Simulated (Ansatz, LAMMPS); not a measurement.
## Neighbourhoods of single atoms in amorphous carbon (174 atoms)

Density of this cell: 2.27 g/cm³. The cell holds 174 atoms: 174 C. Its edges and angles: a = 11.515 Å, b = 11.515 Å, c = 11.515 Å, α = 90.0°, β = 90.0°, γ = 90.0°. 174 atoms (174 C) placed at random at 2.27 g/cm³, melted at 5500 K for 10 ps at fixed volume with the Tersoff potential (Tersoff, Phys. Rev. B 39, 5566 (1989)). Quenched from 5500 K to 100 K at 120 K/ps and fixed volume, held 5 ps.

Method: Kohn-Sham DFT, PBE, PAW (set soft_2), plane waves (Ansatz 0.2.0; cutoff 420 eV, Γ point, gaussian smearing of 0.05 eV), at the geometry as built.

The whole cell was solved; only parts of it are printed.

The surroundings of C98, which has 4 bonded neighbours where the commonest count for C is 3, nearest first, numbered as they follow in the input and with coordinates relative to it.

| atom | x | y | z | distance (Å) | bonds | Löwdin charge (e) | Fx | Fy | Fz (eV/Å) |
| --- | --- | --- | --- | --- | --- | --- | --- | --- | --- |
| C98 | 0.00 | 0.00 | 0.00 | 0.00 | 4 | 0.06 | 0.85 | 0.91 | -0.21 |
| C76 | -0.65 | 0.89 | 0.97 | 1.47 | 3 | 0.03 | -2.92 | 1.57 | 0.22 |
| C164 | -0.63 | 0.37 | -1.31 | 1.50 | 3 | 0.00 | -3.69 | 0.59 | -0.71 |
| C39 | -0.36 | -1.47 | -0.11 | 1.52 | 3 | 0.04 | -0.63 | -0.61 | 0.43 |
| C15 | 1.59 | 0.21 | -0.20 | 1.61 | 3 | 0.02 | 2.47 | -2.63 | 2.22 |
| C2 | -0.49 | -0.65 | -2.27 | 2.41 | 3 | 0.09 | 1.35 | -1.34 | -1.43 |
| C170 | 0.23 | 1.65 | 1.78 | 2.43 | 3 | 0.03 | 0.49 | 1.49 | -0.15 |
| C161 | 1.81 | 0.83 | -1.48 | 2.48 | 3 | 0.06 | -0.72 | 0.47 | 0.49 |
| C154 | 0.66 | -2.45 | -0.17 | 2.54 | 3 | 0.03 | 0.78 | -1.22 | -0.51 |
| C60 | -1.77 | -1.92 | -0.17 | 2.62 | 3 | 0.03 | -1.21 | 0.15 | 0.27 |
| C22 | -2.04 | 1.54 | 0.77 | 2.67 | 3 | 0.04 | 1.35 | -0.47 | 1.29 |
| C124 | -2.09 | 0.74 | -1.52 | 2.68 | 3 | 0.07 | 1.65 | -0.05 | 0.65 |
| C138 | 2.84 | -0.52 | 0.51 | 2.93 | 3 | -0.01 | -2.51 | 3.74 | -3.05 |
| C114 | 1.17 | 2.51 | 0.96 | 2.93 | 3 | 0.00 | 2.03 | -1.64 | -0.87 |
| C139 | 0.69 | 2.89 | -0.49 | 3.01 | 3 | 0.00 | -1.62 | 1.84 | 0.32 |
| C41 | 1.48 | -2.61 | 0.97 | 3.15 | 2 | 0.01 | 0.33 | 1.48 | -2.63 |
| C136 | 0.69 | -0.78 | -3.04 | 3.21 | 3 | 0.03 | 1.40 | -0.40 | -1.49 |
| C105 | -3.03 | 1.13 | -0.35 | 3.26 | 4 | 0.04 | 1.57 | -0.41 | -1.41 |
| C72 | 1.91 | -0.02 | -2.65 | 3.26 | 3 | 0.04 | 0.18 | -2.06 | -1.00 |
| C115 | 1.70 | 2.25 | -1.64 | 3.26 | 4 | 0.06 | 1.06 | 2.69 | -1.16 |
| C159 | -1.71 | -1.35 | -2.60 | 3.39 | 3 | 0.06 | -1.90 | -0.02 | 0.09 |
| C160 | 2.66 | -1.77 | 1.27 | 3.44 | 4 | 0.06 | -1.25 | -0.08 | 2.10 |
| C121 | -2.64 | -1.71 | -1.38 | 3.44 | 3 | -0.03 | 1.29 | 2.13 | 0.41 |
| C75 | 0.10 | -0.92 | 3.31 | 3.44 | 3 | 0.00 | 0.42 | -0.95 | 1.00 |
| C83 | -2.29 | -2.69 | 0.95 | 3.66 | 3 | 0.06 | 0.91 | -0.45 | -0.10 |
| C171 | 0.76 | -3.34 | -1.34 | 3.68 | 3 | 0.01 | 1.02 | -1.91 | -0.92 |
| C7 | -1.25 | -1.58 | 3.12 | 3.71 | 3 | 0.02 | 0.03 | -0.46 | -0.25 |
| C21 | -0.26 | 1.89 | 3.21 | 3.73 | 4 | 0.03 | 0.47 | -0.46 | 0.52 |
| C90 | -1.44 | -2.79 | 2.17 | 3.81 | 3 | -0.02 | 3.44 | -0.26 | 1.40 |
| C57 | -2.29 | 2.55 | 1.80 | 3.88 | 3 | -0.02 | 1.67 | 2.06 | 0.94 |
| C14 | 2.74 | 2.50 | 1.17 | 3.89 | 3 | 0.04 | -0.60 | -0.87 | 0.09 |
| C143 | -2.56 | 0.56 | -2.90 | 3.91 | 3 | 0.09 | 2.15 | -1.15 | 2.69 |
| C106 | -3.93 | -0.05 | 0.00 | 3.93 | 3 | 0.05 | 0.04 | -1.40 | 0.72 |
| C46 | -0.54 | 3.84 | -0.77 | 3.96 | 3 | 0.01 | 2.25 | -1.22 | -0.99 |
| C71 | 0.20 | 0.47 | 4.03 | 4.06 | 3 | 0.04 | -0.84 | -0.83 | 1.19 |
| C44 | 1.19 | -1.97 | 3.39 | 4.10 | 3 | 0.02 | -2.06 | 2.85 | -1.63 |
| C1 | 2.57 | -1.64 | 2.77 | 4.12 | 3 | 0.07 | 1.24 | 0.73 | 1.57 |
| C67 | -1.81 | 1.94 | 3.21 | 4.16 | 3 | 0.02 | -2.90 | -1.82 | 0.63 |
| C140 | -3.99 | -1.10 | -0.99 | 4.26 | 3 | -0.01 | -0.15 | -0.48 | 1.15 |
| C95 | 4.35 | -0.17 | 0.18 | 4.35 | 3 | 0.03 | 0.02 | -0.22 | -0.45 |
| C47 | -0.24 | -3.74 | 2.31 | 4.40 | 3 | 0.06 | -1.01 | 0.80 | -1.76 |
| C150 | 3.28 | -0.40 | -2.96 | 4.43 | 3 | 0.01 | -1.20 | 0.28 | 2.15 |
| C92 | -1.70 | 0.80 | -4.03 | 4.44 | 3 | -0.04 | -1.12 | -0.87 | -3.54 |
| C35 | -0.45 | -4.05 | -1.85 | 4.48 | 3 | 0.01 | 0.85 | -0.73 | 0.96 |
| C119 | 3.27 | -2.63 | -1.64 | 4.50 | 3 | 0.00 | 1.04 | -0.57 | 1.17 |
| C30 | 3.48 | 1.77 | 2.27 | 4.52 | 3 | 0.02 | -1.53 | 2.35 | -0.27 |

The column of bonds counts only the pairs C-C within 1.85 Å; other neighbours, such as metal atoms beside each other in a compound, aren't counted, and periodic images can show an atom twice.

A closer look about C138, which bears the longest force: 23 atoms, nearest first, numbered in the order of the input, with positions taken from that point.

| atom | x | y | z | distance (Å) | bonds | Löwdin charge (e) | Fx | Fy | Fz (eV/Å) |
| --- | --- | --- | --- | --- | --- | --- | --- | --- | --- |
| C138 | 0.00 | 0.00 | 0.00 | 0.00 | 3 | -0.01 | -2.51 | 3.74 | -3.05 |
| C160 | -0.18 | -1.25 | 0.76 | 1.47 | 4 | 0.06 | -1.25 | -0.08 | 2.10 |
| C95 | 1.51 | 0.34 | -0.33 | 1.58 | 3 | 0.03 | 0.02 | -0.22 | -0.45 |
| C15 | -1.25 | 0.73 | -0.71 | 1.61 | 3 | 0.02 | 2.47 | -2.63 | 2.22 |
| C13 | 0.77 | -2.31 | 0.33 | 2.45 | 3 | 0.03 | 0.50 | -0.77 | -2.25 |
| C1 | -0.27 | -1.12 | 2.26 | 2.54 | 3 | 0.07 | 1.24 | 0.73 | 1.57 |
| C41 | -1.36 | -2.09 | 0.46 | 2.54 | 2 | 0.01 | 0.33 | 1.48 | -2.63 |
| C161 | -1.03 | 1.35 | -1.99 | 2.62 | 3 | 0.06 | -0.72 | 0.47 | 0.49 |
| C10 | 2.09 | 0.04 | -1.65 | 2.67 | 3 | 0.07 | 0.43 | -0.17 | 1.48 |
| C36 | 2.45 | 0.97 | 0.63 | 2.71 | 3 | 0.07 | -1.12 | -0.30 | 0.33 |
| C84 | 1.34 | -2.27 | -0.98 | 2.82 | 3 | 0.02 | -0.93 | -0.86 | -0.85 |
| C98 | -2.84 | 0.52 | -0.51 | 2.93 | 4 | 0.06 | 0.85 | 0.91 | -0.21 |
| C30 | 0.64 | 2.29 | 1.76 | 2.96 | 3 | 0.02 | -1.53 | 2.35 | -0.27 |
| C154 | -2.18 | -1.93 | -0.68 | 2.99 | 3 | 0.03 | 0.78 | -1.22 | -0.51 |
| C119 | 0.43 | -2.11 | -2.15 | 3.04 | 3 | 0.00 | 1.04 | -0.57 | 1.17 |
| C14 | -0.10 | 3.02 | 0.66 | 3.10 | 3 | 0.04 | -0.60 | -0.87 | 0.09 |
| C166 | 2.07 | 2.03 | 1.47 | 3.25 | 3 | 0.03 | 0.55 | -1.18 | -0.33 |
| C147 | 0.84 | -0.64 | 3.10 | 3.27 | 3 | 0.00 | 1.28 | -3.95 | 0.13 |
| C110 | 1.58 | 0.86 | -2.78 | 3.31 | 3 | -0.01 | 1.93 | 1.64 | -1.58 |
| C72 | -0.93 | 0.50 | -3.16 | 3.33 | 3 | 0.04 | 0.18 | -2.06 | -1.00 |
| C39 | -3.20 | -0.96 | -0.62 | 3.40 | 3 | 0.04 | -0.63 | -0.61 | 0.43 |
| C114 | -1.67 | 3.03 | 0.45 | 3.49 | 3 | 0.00 | 2.03 | -1.64 | -0.87 |
| C150 | 0.44 | 0.12 | -3.47 | 3.49 | 3 | 0.01 | -1.20 | 0.28 | 2.15 |

The column of bonds counts only the pairs C-C within 1.85 Å; other neighbours, such as metal atoms beside each other in a compound, aren't counted, and periodic images can show an atom twice.

The surroundings of C167, whose charge lies farthest from its element's mean, nearest first, numbered as they follow in the input and with coordinates relative to it.

| atom | x | y | z | distance (Å) | bonds | Löwdin charge (e) | Fx | Fy | Fz (eV/Å) |
| --- | --- | --- | --- | --- | --- | --- | --- | --- | --- |
| C167 | 0.00 | 0.00 | 0.00 | 0.00 | 2 | -0.07 | -0.42 | -5.01 | 0.40 |
| C116 | 0.83 | -0.97 | -0.88 | 1.55 | 3 | -0.03 | -2.10 | 2.57 | 2.71 |
| C73 | -1.05 | -0.36 | 1.14 | 1.59 | 3 | 0.09 | 2.16 | 1.28 | -2.59 |
| C70 | 0.59 | -2.45 | -0.68 | 2.61 | 3 | 0.06 | -0.14 | 0.65 | -1.62 |
| C77 | -0.61 | -0.70 | 2.53 | 2.69 | 3 | 0.03 | -1.22 | -1.00 | 1.92 |
| C89 | -2.57 | -0.17 | 0.96 | 2.75 | 3 | 0.02 | 1.77 | 1.34 | -0.44 |
| C132 | 1.99 | -0.40 | -2.14 | 2.95 | 4 | 0.04 | -0.69 | 0.45 | -1.30 |
| C148 | -1.80 | 1.89 | -1.68 | 3.10 | 3 | 0.04 | 1.86 | 1.32 | 0.73 |
| C91 | -0.83 | 3.01 | -1.09 | 3.31 | 3 | 0.05 | -1.04 | -2.57 | -0.38 |
| C37 | 1.64 | 2.91 | -0.18 | 3.34 | 3 | 0.07 | -1.07 | -0.96 | -1.69 |
| C65 | 1.14 | 0.74 | -3.06 | 3.35 | 3 | 0.03 | -1.45 | -0.22 | 0.30 |
| C101 | -0.39 | 0.37 | -3.32 | 3.36 | 3 | 0.01 | 1.71 | 0.43 | 1.07 |
| C152 | 0.70 | 3.07 | -1.39 | 3.44 | 3 | 0.05 | 0.07 | -0.59 | 0.38 |
| C63 | -3.22 | 1.10 | 0.55 | 3.45 | 3 | 0.07 | -0.80 | 1.16 | -1.15 |
| C135 | 2.65 | -0.37 | 2.23 | 3.48 | 3 | 0.01 | 0.67 | -1.52 | -0.52 |
| C66 | -0.27 | 0.38 | 3.48 | 3.51 | 3 | 0.05 | 1.56 | -0.97 | -1.71 |
| C11 | 3.44 | 0.20 | 1.01 | 3.59 | 3 | 0.06 | -1.24 | -1.75 | 1.57 |
| C162 | -0.59 | -1.13 | -3.42 | 3.65 | 3 | 0.04 | 0.63 | 2.48 | 0.48 |
| C105 | 1.53 | -3.33 | 0.26 | 3.67 | 4 | 0.04 | 1.57 | -0.41 | -1.41 |
| C12 | -3.25 | 1.35 | -1.07 | 3.68 | 4 | 0.05 | 0.41 | -0.22 | -0.25 |
| C128 | 0.90 | 1.30 | 3.34 | 3.69 | 3 | 0.03 | 1.01 | 0.81 | 1.99 |
| C28 | -1.57 | 1.37 | -3.06 | 3.70 | 3 | 0.02 | -0.57 | -0.29 | -1.61 |
| C81 | -3.43 | -1.30 | 0.69 | 3.73 | 3 | 0.01 | -2.31 | -1.02 | 0.38 |
| C82 | -0.17 | -3.30 | -1.73 | 3.74 | 3 | 0.03 | 0.28 | 1.56 | 2.89 |
| C4 | 1.13 | 3.47 | 1.13 | 3.82 | 3 | 0.03 | -2.34 | 0.87 | -1.88 |
| C57 | 2.27 | -1.90 | 2.42 | 3.83 | 3 | -0.02 | 1.67 | 2.06 | 0.94 |
| C157 | -0.98 | -2.02 | 3.18 | 3.89 | 3 | 0.02 | 0.48 | 2.23 | 0.61 |
| C87 | 3.60 | -0.13 | -1.63 | 3.95 | 3 | -0.04 | -0.08 | 1.00 | 1.16 |
| C146 | 3.12 | 2.50 | -0.22 | 4.01 | 3 | 0.00 | -0.97 | 0.19 | 0.46 |
| C43 | -1.57 | -3.04 | -2.11 | 4.02 | 3 | 0.03 | -2.89 | -0.31 | -1.14 |
| C55 | -1.82 | -1.86 | -3.10 | 4.04 | 3 | 0.04 | 0.05 | -2.63 | -0.96 |
| C46 | 4.02 | -0.61 | -0.15 | 4.07 | 3 | 0.01 | 2.25 | -1.22 | -0.99 |
| C107 | -0.35 | 3.85 | 1.32 | 4.08 | 3 | 0.00 | 1.97 | 0.51 | -0.62 |
| C79 | -3.79 | -0.08 | -1.53 | 4.09 | 3 | 0.01 | -1.55 | -1.49 | 0.28 |
| C22 | 2.52 | -2.91 | 1.39 | 4.09 | 3 | 0.04 | 1.35 | -0.47 | 1.29 |
| C80 | 2.24 | 0.60 | 3.38 | 4.10 | 3 | 0.07 | 0.04 | 0.40 | 0.22 |
| C126 | 1.88 | -1.39 | -3.42 | 4.14 | 3 | 0.01 | -0.93 | -0.53 | 1.64 |
| C78 | 3.72 | 1.65 | 0.95 | 4.18 | 3 | 0.02 | 0.79 | 2.18 | 0.38 |
| C163 | -3.95 | -1.29 | -0.62 | 4.20 | 3 | 0.05 | 0.18 | 2.20 | 0.54 |
| C25 | 0.55 | -1.93 | -3.72 | 4.22 | 3 | 0.00 | 1.35 | 0.37 | 1.47 |
| C127 | -1.24 | 4.07 | -0.05 | 4.26 | 4 | 0.05 | -0.16 | -1.19 | 1.07 |
| C166 | -2.04 | -2.94 | 2.59 | 4.42 | 3 | 0.03 | 0.55 | -1.18 | -0.33 |
| C142 | 1.74 | 2.08 | -3.52 | 4.45 | 3 | 0.02 | 0.30 | 1.65 | 0.90 |
| C125 | 1.22 | 3.28 | -2.82 | 4.49 | 3 | -0.02 | 0.69 | -2.90 | -0.72 |
| C124 | 2.48 | -3.71 | -0.90 | 4.55 | 3 | 0.07 | 1.65 | -0.05 | 0.65 |
| C106 | 0.63 | -4.50 | 0.61 | 4.59 | 3 | 0.05 | 0.04 | -1.40 | 0.72 |
| C36 | -1.66 | -4.00 | 1.76 | 4.67 | 3 | 0.07 | -1.12 | -0.30 | 0.33 |
| C149 | -4.05 | 1.89 | 1.56 | 4.74 | 3 | 0.04 | -0.50 | -1.98 | -0.38 |

The column of bonds counts only the pairs C-C within 1.85 Å; other neighbours, such as metal atoms beside each other in a compound, aren't counted, and periodic images can show an atom twice.

The surroundings of C35, picked at random, nearest first, numbered as they follow in the input and with coordinates relative to it.

| atom | x | y | z | distance (Å) | bonds | Löwdin charge (e) | Fx | Fy | Fz (eV/Å) |
| --- | --- | --- | --- | --- | --- | --- | --- | --- | --- |
| C35 | 0.00 | 0.00 | 0.00 | 0.00 | 3 | 0.01 | 0.85 | -0.73 | 0.96 |
| C26 | 0.15 | -0.69 | -1.30 | 1.48 | 3 | 0.06 | 0.04 | -0.43 | 0.24 |
| C171 | 1.21 | 0.71 | 0.51 | 1.50 | 3 | 0.01 | 1.02 | -1.91 | -0.92 |
| C146 | -0.99 | -0.51 | 1.02 | 1.51 | 3 | 0.00 | -0.97 | 0.19 | 0.46 |
| C173 | 0.44 | -2.10 | -1.20 | 2.46 | 3 | 0.06 | -2.18 | -0.88 | 1.02 |
| C154 | 1.11 | 1.61 | 1.69 | 2.58 | 3 | 0.03 | 0.78 | -1.22 | -0.51 |
| C78 | -0.39 | -1.36 | 2.18 | 2.60 | 3 | 0.02 | 0.79 | 2.18 | 0.38 |
| C19 | 2.63 | 0.46 | -0.01 | 2.67 | 3 | 0.03 | -3.70 | 0.85 | 1.50 |
| C37 | -2.47 | -0.10 | 1.06 | 2.69 | 3 | 0.07 | -1.07 | -0.96 | -1.69 |
| C59 | 0.06 | 0.04 | -2.73 | 2.73 | 4 | 0.04 | 0.45 | 0.93 | -0.05 |
| C60 | -1.32 | 2.13 | 1.69 | 3.02 | 3 | 0.03 | -1.21 | 0.15 | 0.27 |
| C74 | -0.19 | 1.60 | -2.58 | 3.04 | 3 | 0.04 | 0.09 | -0.34 | 0.59 |
| C159 | -1.26 | 2.70 | -0.75 | 3.08 | 3 | 0.06 | -1.90 | -0.02 | 0.09 |
| C39 | 0.09 | 2.58 | 1.75 | 3.12 | 3 | 0.04 | -0.63 | -0.61 | 0.43 |
| C87 | -0.52 | -3.14 | -0.39 | 3.20 | 3 | -0.04 | -0.08 | 1.00 | 1.16 |
| C121 | -2.18 | 2.34 | 0.47 | 3.24 | 3 | -0.03 | 1.29 | 2.13 | 0.41 |
| C94 | 0.62 | -0.75 | 3.14 | 3.29 | 3 | 0.03 | -0.73 | -1.45 | 0.98 |
| C125 | -2.90 | 0.27 | -1.58 | 3.31 | 3 | -0.02 | 0.69 | -2.90 | -0.72 |
| C117 | 3.16 | -0.75 | -0.67 | 3.31 | 3 | 0.02 | 1.84 | 1.79 | -2.57 |
| C152 | -3.42 | 0.06 | -0.15 | 3.42 | 3 | 0.05 | 0.07 | -0.59 | 0.38 |
| C142 | -2.37 | -0.93 | -2.29 | 3.42 | 3 | 0.02 | 0.30 | 1.65 | 0.90 |
| C2 | -0.04 | 3.40 | -0.41 | 3.43 | 3 | 0.09 | 1.35 | -1.34 | -1.43 |

The column of bonds counts only the pairs C-C within 1.85 Å; other neighbours, such as metal atoms beside each other in a compound, aren't counted, and periodic images can show an atom twice.

Neighbours are counted within 1.85 Å (C-C).

Length of the force by element and coordination:

| element | coordination | atoms | mean length of the force (eV/Å) | spread | least | most |
| --- | --- | --- | --- | --- | --- | --- |
| C | all | 174 | 2.25 | 1.01 | 0.457 | 5.44 |
| C | 2 | 3 | 4.19 | 0.849 | 3.03 | 5.04 |
| C | 3 | 156 | 2.25 | 0.974 | 0.457 | 5.44 |
| C | 4 | 15 | 1.87 | 0.896 | 0.528 | 3.47 |

The mean of these charges, 0.031 e, is only the charge that the projection spills.

Löwdin charges by element and coordination (they lack the spilled electrons, 0.031 e an atom on average):

| element | coordination | atoms | mean charge (e) | spread | least | most |
| --- | --- | --- | --- | --- | --- | --- |
| C | all | 174 | 0.0308 | 0.0272 | -0.0656 | 0.0908 |
| C | 2 | 3 | -0.0343 | 0.0317 | -0.0656 | 0.0091 |
| C | 3 | 156 | 0.0304 | 0.0262 | -0.0408 | 0.0908 |
| C | 4 | 15 | 0.0471 | 0.0095 | 0.0289 | 0.0644 |

The quench rate of 120 K/ps is many orders above laboratory rates, so the cell is likely richer in defects and strain than a real sample. The force components of 1.4 eV/Å r.m.s. hold both thermal displacement and the mismatch between the potential that made the cell and DFT. The network of bonds at the start is that of the classical potential that made the cell, and needn't be the one that DFT or experiment would give. Only the Γ point is sampled, in a cell whose shortest periodic width is 12 Å, which is coarse for a cell with partly filled levels. The Löwdin charges lack the electrons that the projection spills, 0.031 e an atom on average.

[Hosts, paths, dates, database ids (printed as entryN), source tags and the programs' standing remarks are cut or masked in the printed files.]
